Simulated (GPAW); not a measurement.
The O K edge of atom 5 in Sr2Ti2O5 (Cmmm), with 2 Ti at 1.95 Å (linear, site symmetry mmm), was computed in 2 ways: excited-electron core hole (neutral cell) and no core hole. Program and functional: GPAW, LDA + U, Gaussian full width 0.9 eV up to 4 eV, rising linearly to 3.5 eV at 25 eV; cells of 9 and 18 atoms (the run without a hole in the smaller).

Each run is counted from its own lowest empty level or Fermi level and scaled to a mean of 1 over its first 20 eV.

| E (eV) | run 1 | run 2 |
| --- | --- | --- |
| -2.0 | 0.00 | 0.00 |
| -1.0 | 0.00 | 0.00 |
| 0.0 | 0.50 | 0.30 |
| 1.0 | 1.44 | 1.36 |
| 2.0 | 1.56 | 1.37 |
| 3.0 | 1.41 | 1.40 |
| 4.0 | 1.62 | 1.28 |
| 5.0 | 1.43 | 1.82 |
| 6.0 | 0.72 | 1.32 |
| 7.0 | 0.62 | 0.64 |
| 8.0 | 0.78 | 0.70 |
| 9.0 | 0.75 | 0.86 |
| 10.0 | 1.13 | 0.76 |
| 11.0 | 1.73 | 1.11 |
| 12.0 | 1.40 | 1.57 |
| 13.0 | 0.68 | 1.40 |
| 14.0 | 0.35 | 0.78 |
| 15.0 | 0.35 | 0.44 |
| 16.0 | 0.56 | 0.44 |
| 17.0 | 0.80 | 0.57 |
| 18.0 | 0.94 | 0.72 |
| 19.0 | 0.94 | 0.83 |
| 20.0 | 0.79 | 0.82 |
| 21.0 | 0.64 | 0.71 |
| 22.0 | 0.56 | 0.59 |
| 23.0 | 0.53 | 0.50 |
| 24.0 | 0.53 | 0.45 |
| 25.0 | 0.57 | 0.45 |
| 26.0 | 0.64 | 0.49 |
| 27.0 | 0.72 | 0.54 |
| 28.0 | 0.78 | 0.58 |
| 29.0 | 0.83 | 0.60 |
| 30.0 | 0.89 | 0.63 |
| 31.0 | 0.97 | 0.69 |

Which run is which?

Run 1: excited-electron core hole (neutral cell) (area from −2 to 6 eV 8.3, main maxima 0.8 eV (1.50), 2.1 eV (1.57), 4.4 eV (1.64) and 11.2 eV (1.76)). Run 2: no core hole (area from −2 to 6 eV 8.2, main maxima 1.4 eV (1.55), 3.3 eV (1.56), 5.2 eV (1.90) and 12.3 eV (1.61)). With each curve scaled to its own mean, the area from −2 to 6 eV with the hole is 8.3 against 8.2, and the centre of weight from −1 to 20 eV moves by -0.1 eV (first and strongest maxima below 20 eV: 1.4 eV (1.55), 3.3 eV (1.56), 5.2 eV (1.90) and 12.3 eV (1.61) without the hole, 0.8 eV (1.50), 2.1 eV (1.57), 4.4 eV (1.64) and 11.2 eV (1.76) with it); the shape changes all the same, by 31 % r.m.s.

[Hosts, paths, dates, database ids (printed as entryN), source tags and the programs' standing remarks are cut or masked in the printed files.]

[Lists of maxima count a maximum above −3 eV only where it reaches 4 % of the highest in the window and stands out from its surroundings by 2 % of it (1.5 % where it reaches 55 %); shoulders and weaker maxima are passed over, and of the rest the first, up to two pre-edge ones and the few strongest are named.]
